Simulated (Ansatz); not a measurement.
**Where V_O (site 1) puts its levels in the gap of LiMgVO4 (Cmcm)**

Aim: at which Fermi levels does V_O (site 1) in LiMgVO4 (Cmcm) change its charge? The model is a cell of 56 host atoms with 1 O taken out.

Calculated with Ansatz 0.2.0; place-levels on PBEsol runs: charge-transition levels and formation energies with image-charge correction and potential alignment at the atomic sites.

## (1) The starting structure

The cell holds 55 atoms: 8 Li, 8 Mg, 8 V and 31 O. Its edges and angles: a = 10.594 Å, b = 8.385 Å, c = 10.248 Å, α = 68.5°, β = 47.4°, γ = 64.1°. It derives from LiMgVO4 (space group Cmcm). Nearest the centre at fractional (0.758, 0.492, 0.262): V23 at 1.75 Å, Li7 at 2.08 Å, Mg15 at 2.12 Å, Mg9 at 2.12 Å, O51 at 2.75 Å, O38 at 2.82 Å, O43 at 2.82 Å, O48 at 2.86 Å.

Screening for the image-charge correction: ε∞ = (3.63, 3.69, 3.60), ε0 = (12.15, 8.58, 7.38), from a response run on this crystal (DFPT, PBEsol) at that run's own cell.

The cell's shortest repeat is 8.4 Å.

## (2) What was run first

Levels follow from differences of total energies between charge states, each relaxed by itself.

Each atom starts 0.05 Å or so off its site in a random direction: a symmetric start keeps its symmetry, and would miss off-centre moves and Jahn–Teller distortions. Forces are taken at one point at (¼, ¼, ¼). The cell holds 1 electron more than the neutral one, with a uniform background that keeps it neutral on the whole. The electron count is odd, so at least one spin is unpaired; this run locks the moment at 1 μB.

The sampling was tested on the host first: at the k-points planned (1x1x1 shifted 0.25 0.25 0.25) its energy lies 0.001 eV an atom from the dense-mesh value, under the bound of 0.02 eV set for this test; that bounds the host's error, not the defect's.

One state's input; the others differ in charge, spin, start and seed, and in occupations where the table says so.

The input, qm1_M1.relax/input.yaml:

```yaml
crystal:
  lattice:
    - [0.0, 8.5717248, 6.22503206]
    - [5.61714234, 0.0, 6.22503206]
    - [5.61714234, 8.5717248, 0.0]
  atoms:
    - { symbol: Li, position: [0.4561773, 0.2938227, 0.2061773] }
    - { symbol: Li, position: [0.4561773, 0.2938227, 0.7061773] }
    - { symbol: Li, position: [0.9561773, 0.7938227, 0.2061773] }
[... 1 atom line left out ...]
    - { symbol: Li, position: [0.0438227, 0.2061773, 0.2938227] }
[... 1 atom line left out ...]
    - { symbol: Li, position: [0.5438227, 0.7061773, 0.2938227] }
[... 1 atom line left out ...]
    - { symbol: Mg, position: [0.0, 0.5, 0.0] }
[... 5 atom lines left out ...]
    - { symbol: Mg, position: [0.75, 0.25, 0.25] }
[... 7 atom lines left out ...]
    - { symbol: V, position: [0.69765624, 0.55234376, 0.44765624] }
    - { symbol: V, position: [0.69765624, 0.55234376, 0.94765624] }
    - { symbol: O, position: [0.35567399, 0.61446977, 0.38553023] }
[... 1 atom line left out ...]
    - { symbol: O, position: [0.85567399, 0.11446977, 0.38553023] }
[... 10 atom lines left out ...]
    - { symbol: O, position: [0.86446977, 0.60567399, 0.39432601] }
    - { symbol: O, position: [0.86446977, 0.60567399, 0.89432601] }
[... 2 atom lines left out ...]
    - { symbol: O, position: [0.64432601, 0.38553023, 0.11446977] }
    - { symbol: O, position: [0.64432601, 0.38553023, 0.61446977] }
    - { symbol: O, position: [0.48764418, 0.26235582, 0.49245622] }
[... 2 atom lines left out ...]
    - { symbol: O, position: [0.98764418, 0.76235582, 0.99245622] }
    - { symbol: O, position: [0.01235582, 0.23764418, 0.00754378] }
[... 2 atom lines left out ...]
    - { symbol: O, position: [0.51235582, 0.73764418, 0.50754378] }
    - { symbol: O, position: [0.13553023, 0.39432601, 0.10567399] }
[... 1 atom line left out ...]
    - { symbol: O, position: [0.63553023, 0.89432601, 0.10567399] }
    - { symbol: O, position: [0.63553023, 0.89432601, 0.60567399] }
  host:
    repeats: [1, 1, 1]
    atoms:
      - { symbol: Li, position: [0.4561773, 0.2938227, 0.2061773] }
      - { symbol: Li, position: [0.4561773, 0.2938227, 0.7061773] }
      # ... 54 more atoms of the perfect host
total_charge: -1
basis:
  ecutwfc: 420
  xc_grid: 2
hamiltonian:
  xc: pbesol
kpoints:
  mp_grid: { grid: [1, 1, 1], shift: [0.25, 0.25, 0.25] }
magnetization:
  spin_polarized: true
  initial_magnetization: 1
  spin_locking: { lock_magnetization: hard }
scf:
  occupations: { method: fixed }
  max_iter: 100
output:
  forces: true
  charged_corrections:
    epsilon: [3.63, 3.69, 3.6]
    static_epsilon: [12.15, 8.58, 7.38]
    defect_position: [0.757544, 0.492456, 0.262356]
relax:
  f_tol: 0.02
  max_steps: 80
  random_displacement: { amplitude: 0.05, seed: 4609 }
checkpoint:
  write: "../qm1_M1.relax.run"
  compress: false
  write_wavefunctions: true
  write_every: 100000
```

Launch:

```sh
> ansatz run input.yaml --threads 4 --pin off --max-ram 7536MiB --backend cpu --events-out ev --progress --plain --runs-dir out
```

Defect states can disperse in a cell of this size, so the energy is taken again at a 2×2×2 shifted mesh, on the relaxed structure.

The run of this state that the levels use, under PBEsol:

The input, qm1_M1.point/input.yaml:

```yaml
crystal:
  checkpoint: "../qm1_M1.relax.run"
  host: checkpoint
total_charge: -1
basis:
  ecutwfc: 420
  xc_grid: 2
hamiltonian:
  xc: pbesol
kpoints:
  mp_grid: { grid: [2, 2, 2], shift: [0.5, 0.5, 0.5] }
magnetization:
  spin_polarized: true
  initial_magnetization: 1
  spin_locking: { lock_magnetization: hard }
scf:
  occupations: { method: fermi_dirac, width: 0.01 }
  max_iter: 100
output:
  forces: true
  eigenvalues: true
  charged_corrections:
    epsilon: [3.63, 3.69, 3.6]
    static_epsilon: [12.15, 8.58, 7.38]
    defect_position: [0.757544, 0.492456, 0.262356]
  eigenstates: { localisation: true }
  populations: true
  efg: {}
checkpoint:
  read: "../qm1_M1.relax.run"
  write: "../qm1_M1.point.run"
  compress: false
  write_wavefunctions: false
  write_every: 100000
```

Relaxations under PBEsol at one point at (¼, ¼, ¼); times on 4 threads of Arm Neoverse V1, shared host:

| charge | moment (μB) | occupations | outcome | steps | largest displacement against the far atoms (Å) | time |
| --- | --- | --- | --- | --- | --- | --- |
| −1 | 1 | fixed | converged | 10 | 0.31 | 5.4 min |
| 0 | 0 | fixed | converged | 9 | 0.33 | 81 s |
| +1 | 1 | fixed | converged | 20 | 1.24 | 5.6 min |
| +2 | 0 | fixed | converged | 12 | 0.65 | 99 s |
| 0 | 2 | fixed | converged | 8 | 0.48 | 3 min |

Single points under PBEsol at a 2×2×2 shifted mesh; times on 4 threads of Arm Neoverse V1, shared host:

| charge | moment (μB) | occupations | outcome | time |
| --- | --- | --- | --- | --- |
| −1 | 1 | fermi-dirac | converged | 3 min |
| 0 | 0 | fermi-dirac | converged | 53 s |
| +1 | 1 | fermi-dirac | converged | 2.4 min |
| +2 | 0 | fermi-dirac | converged | 49 s |
| 0 | 2 | fermi-dirac | converged | 2.4 min |

Distances (Å) from the ideal centre to the nearest atoms after relaxation with PBEsol:

| charge | moment (μB) | 1. | 2. | 3. | 4. | 5. | 6. |
| --- | --- | --- | --- | --- | --- | --- | --- |
| −1 | 1 | V 1.94 | Mg 2.24 | Mg 2.25 | Li 2.36 | O 2.78 | O 2.81 |
| 0 | 0 | V 1.95 | Mg 2.23 | Mg 2.23 | Li 2.38 | O 2.78 | O 2.81 |
| 0 | 2 | V 1.98 | Mg 2.34 | Mg 2.34 | Li 2.50 | O 2.79 | O 2.81 |
| +1 | 1 | Li 2.41 | Mg 2.43 | Mg 2.43 | Li 2.48 | O 2.75 | O 2.79 |
| +2 | 0 | V 1.78 | Mg 2.44 | Mg 2.45 | O 2.49 | O 2.70 | O 2.71 |

## (3) Placing the levels, PBEsol

A charged cell interacts with its images and the background, and its potential has another zero than the host's. place-levels removes the first by a point-charge model, screened by the static dielectric constant since the ions have relaxed around the charge, and the second by comparing potentials at atoms far from the defect.

The host is a run of the defect-free crystal in the same cutoffs, grids and k-points, so that basis and sampling errors cancel in part in the differences. Its band edges come from a run of the primitive cell that searches the zone for them. The host is run in a cell of 28 atoms on a matching mesh. Chemical potentials are energies per atom of O (O2 molecule), run with the same functional and cutoff.

The input, levels.point.yaml:

```yaml
host:
  run: host.point.run
  levels_from: { run: edges.point.run }
states: [qm1_M1.point.run, q0.point.run, qp1_M1.point.run, qp2.point.run, q0_M2.point.run]
geometry_from:
  qm1_M1.point.run: qm1_M1.relax.run
  q0.point.run: q0.relax.run
  qp1_M1.point.run: qp1_M1.relax.run
  qp2.point.run: qp2.relax.run
  q0_M2.point.run: q0_M2.relax.run
  host.point.run: host.relax.run
chemical_potentials:
  O:
    energy: -558.282649
    dataset: "<sha256 of the dataset>"
epsilon: [3.63, 3.69, 3.6]
static_epsilon: [12.15, 8.58, 7.38]
vertical:
  - { from: qm1_M1.point.run, to: qm1_M1.point_neutral.run }
  - { from: qp1_M1.point.run, to: qp1_M1.point_neutral.run }
  - { from: qp2.point.run, to: qp2.point_neutral.run }
```

Launch:

```sh
> ansatz place-levels levels.point.yaml -- --threads 4 --pin off --max-ram 7536MiB
```

Numbers of over 12 decimals in the logs are rounded to 6 here.

Log:

```text
[... repeated set-up lines and file paths are left out, and long positions are rounded to six places ...]
(+2/+1) 0.346 eV above the valence edge, 3.068 eV under the conduction edge
(+1/0) 2.955 eV above the valence edge, 0.459 eV under the conduction edge
(0/-1) 3.414 eV above the valence edge (+3.613 eV without the band-filling correction), 0.000 eV under the conduction edge
formation energy of charge +2: +2.397 eV with the Fermi level at the valence edge
formation energy of charge +1: +2.743 eV with the Fermi level at the valence edge
formation energy of charge 0: +5.698 eV with the Fermi level at the valence edge
formation energy of charge -1: +9.112 eV with the Fermi level at the valence edge
vertical -1 to 0: no energy, since no alignment is typed
  the change from vertical[0].from (qm1_M1.point.run) to vertical[0].to (qm1_M1.point_neutral.run): by its potential at epsilon [3.63, 3.69, 3.6] it stands at 0.212 0.071 0.955, with an rms radius of about 4.5 Å (2.6 2.7 2.4 Å across the planes of the cell's [...]
vertical +1 to 0: no energy, since no alignment is typed
  the change from vertical[1].from (qp1_M1.point.run) to vertical[1].to (qp1_M1.point_neutral.run): by its spins about the atoms it stands at 0.653 0.599 0.583, with an rms radius of about 2.2 Å (1.2 1.2 1.4 Å across the planes of the cell's vectors); [...]
vertical +2 to 0: no energy, since no alignment is typed
  the change from vertical[2].from (qp2.point.run) to vertical[2].to (qp2.point_neutral.run): by its potential at epsilon [3.63, 3.69, 3.6] it stands at 0.734 0.515 0.378, with an rms radius of about 2.4 Å (1.3 1.3 1.5 Å across the planes of the cell's [...]
  edges by pbesol of host.levels_from (edges.point.run), its mesh sampled to repeats of 30.74 Å (the valence edge +0.114 eV and the conduction edge -0.045 eV from those of the host's own run), gap 3.414 eV; the host is sampled to repeats of 16.77 Å
  the defect's cells are sampled to repeats of 16.77 Å, like sampling
  charge +2: -57461.2995 eV with its correction of +0.539 eV, at epsilon [12.15, 8.58, 7.38], aligned at sites: -0.2642 eV, mean over 31 atomic sites at or beyond 4.19 Å from the defect at [0.7575, 0.4925, 0.2624], with -0.047554 for the charge's moments and [...]
  charge +1: -57455.6471 eV with its correction of -0.002 eV, at epsilon [12.15, 8.58, 7.38], aligned at sites: -0.2691 eV, mean over 31 atomic sites at or beyond 4.19 Å from the defect at [0.7575, 0.4925, 0.2624], with -0.056665 for the charge's moments and [...]
  charge 0: +0.000 eV for its dipole among its images, +0.007 omitted
  charge -1: -57438.4657 eV with its correction of +0.248 eV, at epsilon [12.15, 8.58, 7.38], aligned at sites: +0.0190 eV, mean over 31 atomic sites at or beyond 4.19 Å from the defect at [0.7575, 0.4925, 0.2624], with +0.000000 for the charge's moments and [...]
  states[0] (qm1_M1.point.run): levels filled in part (TS 0.005 eV): its energy is of no whole electron's
  charge 0: states[4] (q0_M2.point.run) stands 0.577 eV higher, with a moment of 2.00 μB against 0.00
  of states[3] (qp2.point.run): it parts from the run at its places by a charge that spreads by about 1.5 Å along one vector (1.3 Å or more is wide), by its potential at epsilon [3.63, 3.69, 3.6], taken for that of held ions (one typed too small widens it), [...]
  of states[2] (qp1_M1.point.run): it parts from the run at its places by a charge that spreads by about 1.4 Å along one vector (1.3 Å or more is wide), by the spins about the atoms, where the cell does not tell a trapped carrier from a band state. [...]
  of states[1] (q0.point.run): its displacements don't fall off away from the defect: farther atoms stand 0.024 Å off the host's places. [...]
  of states[0] (qm1_M1.point.run): it parts from the run at its places by a charge that spreads by about 2.7 Å along one vector (1.3 Å or more is wide), by its potential at epsilon [3.63, 3.69, 3.6], taken for that of held ions (one typed too small widens [...]
  of states[4] (q0_M2.point.run): its displacements don't fall off away from the defect: farther atoms stand 0.032 Å off the host's places. [...]
  vertical[0].from (qm1_M1.point.run): levels filled in part (TS 0.005 eV): its energy is of no whole electron's
  of vertical[0].from (qm1_M1.point.run): its displacements don't fall off away from the defect: farther atoms stand 0.023 Å off the host's places. [...]
  of vertical[0].to (qm1_M1.point_neutral.run): its displacements don't fall off away from the defect: farther atoms stand 0.023 Å off the host's places. [...]
  of vertical[1].from (qp1_M1.point.run): its displacements don't fall off away from the defect: farther atoms stand 0.064 Å off the host's places. [...]
  vertical[1].to (qp1_M1.point_neutral.run): levels filled in part (TS 0.005 eV): its energy is of no whole electron's
  of vertical[1].to (qp1_M1.point_neutral.run): its displacements don't fall off away from the defect: farther atoms stand 0.064 Å off the host's places. [...]
  of vertical[2].from (qp2.point.run): its displacements don't fall off away from the defect: farther atoms stand 0.084 Å off the host's places. [...]
  of vertical[2].to (qp2.point_neutral.run): its displacements don't fall off away from the defect: farther atoms stand 0.084 Å off the host's places. [...]
```

Wall time 0.55 s (4 threads of Arm Neoverse V1, shared host).

[end of part 1 of 2]

[Logs are printed without paths, hosts, clocks, repeated set-up lines and the standing remarks that a program may print on its own settings, such as how far it seeks lower states.]

[Hosts, paths, dates, database ids (printed as entryN), source tags and the programs' standing remarks are cut or masked in the printed files.]

[Where a table of states has a column of steps, it counts the stored structures, which are thinned; the runs took as many ionic steps or more.]

[A defect's name tells the site on which it was built; relaxed atoms can leave that site.]

[For some hosts the program warned that the k-mesh of the response run may be too coarse for force constants and the static dielectric constant; such warnings are not shown here.]
